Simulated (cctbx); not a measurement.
## Accept or mend?

Cell a = 10.8150 Å, b = 4.8730 Å, c = 9.7790 Å, α = 90.00°, β = 90.33°, γ = 90.00°; space group P2_1/c (no. 14). The compound is LaHf2GePb.

Simulated single-crystal data (cctbx): synchrotron X-rays, λ = 0.6889 Å, to d = 0.84 Å, 70 % of the full sphere, strongest reflection 5000 counts, noise from counting, a 6 % proportional error and a noise floor of 2 counts (s.d.); no absorption, and some extinction, which the refinements don't model.

An anisotropic refinement with weights 1/σ² prints:

```text
Rint 0.061, 882 unique reflections to 0.84 A
cycle     R1     wR2    GooF  max shift (A)
   1  0.0995  0.2413   2.598   0.00683
   2  0.0347  0.0881   0.949   0.00001
final R1 0.0347 wR2 0.0881 GooF 0.949  parameters 45  data/parameter 19.6
atom        x        y        z      Ueq    occ   su(xyz)  su(Uiso or U11)
Pb1    0.99954  0.23923  0.87926   0.0372  1.000  0.00018  0.0006
Hf1    0.87765  0.24611  0.62178   0.0228  1.000  0.00018  0.0004
Hf2    0.49673  0.30163  0.35681   0.0224  1.000  0.00017  0.0004
La1    0.23903  0.25589  0.12509   0.0116  1.000  0.00020  0.0005
Ge1    0.38183  0.70737  0.89601   0.0248  1.000  0.00043  0.0011
difference map: max 2.28 min -2.72 rms 0.65
Q1    0.4451  0.6472  0.6677    4    2.36  0.72 A from Hf2
Q2    0.3074  0.1121  0.3724    4    2.34  1.77 A from Ge1
Q3    0.4073  0.1524  0.4588    4    2.14  1.57 A from Hf2
Q4    0.4545  0.1431  0.8160    4    2.13  0.66 A from Hf2
Q5    0.1911  0.7741  0.4360    4    2.06  0.94 A from Hf1
Q6    0.3625  0.0671  0.8032    4    2.04  1.67 A from Hf2
```

**Question.** Can this result stand? If not, what is the likely fault?

It can stand. The set-up had a fault (anomalous dispersion left out), but the figures of merit move little: R1 = 0.0347, wR2 = 0.0881, GooF = 0.95 against R1 = 0.0342, wR2 = 0.0868, GooF = 0.93 for the right model.

The compound is LaHf2GePb. The right model at the same level gives:

```text
Rint 0.061, 882 unique reflections to 0.84 A
cycle     R1     wR2    GooF  max shift (A)
   1  0.0978  0.2387   2.571   0.00665
   2  0.0342  0.0868   0.934   0.00001
final R1 0.0342 wR2 0.0868 GooF 0.934  parameters 45  data/parameter 19.6
atom        x        y        z      Ueq    occ   su(xyz)  su(Uiso or U11)
Pb1    0.99954  0.23920  0.87925   0.0351  1.000  0.00018  0.0005
Hf1    0.87767  0.24611  0.62180   0.0232  1.000  0.00018  0.0004
Hf2    0.49673  0.30165  0.35680   0.0227  1.000  0.00017  0.0004
La1    0.23900  0.25588  0.12509   0.0116  1.000  0.00020  0.0005
Ge1    0.38184  0.70739  0.89600   0.0267  1.000  0.00042  0.0011
difference map: max 2.05 min -2.43 rms 0.63
Q1    0.3033  0.1126  0.3742    4    2.12  1.79 A from Ge1
Q2    0.4431  0.6503  0.6627    4    2.08  0.72 A from Hf2
Q3    0.9977  0.1124  0.3942    4    2.06  0.74 A from Pb1
Q4    0.4051  0.1501  0.4584    4    2.00  1.59 A from Hf2
Q5    0.3620  0.0742  0.8018    4    1.95  1.66 A from Hf2
Q6    0.4788  0.9848  0.3881    4    1.89  1.41 A from Ge1
```

The model was made for the exercise: a known structure type with other elements put in, its volume estimated, not relaxed; displacement parameters are assumed.

[Middle refinement cycles are left out of these outputs.]

[Logs are printed without paths, hosts, clocks, repeated set-up lines and the standing remarks that a program may print on its own settings, such as how far it seeks lower states.]
